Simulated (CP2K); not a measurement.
Two runs for the N K edge of 2-pyrrolidone. Run A: CP2K XAS_TDP, all-electron GAPW, PBEh(45%), aug-cc-pVDZ, TDA, no relativity. Run B differs in one setting.

First lines with a strength over 0.0015. A:

| atom | energy (eV) | states | strength, one atom |
| --- | --- | --- | --- |
| N6 (bonded to 2 C and H) | 398.15 | 1 | 0.0202 |
|  | 398.74 | 1 | 0.0124 |
|  | 399.78 | 1 | 0.0040 |
|  | 400.19 | 1 | 0.0048 |
|  | 400.69 | 1 | 0.0046 |

B:

| atom | energy (eV) | states | strength, one atom |
| --- | --- | --- | --- |
| N6 (bonded to 2 C and H) | 403.62 | 1 | 0.0249 |
|  | 404.20 | 1 | 0.0209 |
|  | 405.70 | 1 | 0.0169 |
|  | 405.98 | 1 | 0.0154 |
|  | 406.65 | 1 | 0.0087 |

Which was it: GW2X switched on, the basis, the functional, scalar relativity switched on?

The functional (functional from PBEh(45%) to PBEh(60%); the lines alone don't name the new value). A functional moves all lines by electronvolts and changes their spacings and strengths. Against PBEh(45%) in aug-cc-pVDZ, the leading line moves by +5.47 eV, to 403.62 eV; the strength of N6's goes from 0.0202 to 0.0249.

[Hosts, paths, dates, database ids (printed as entryN), source tags and the programs' standing remarks are cut or masked in the printed files.]
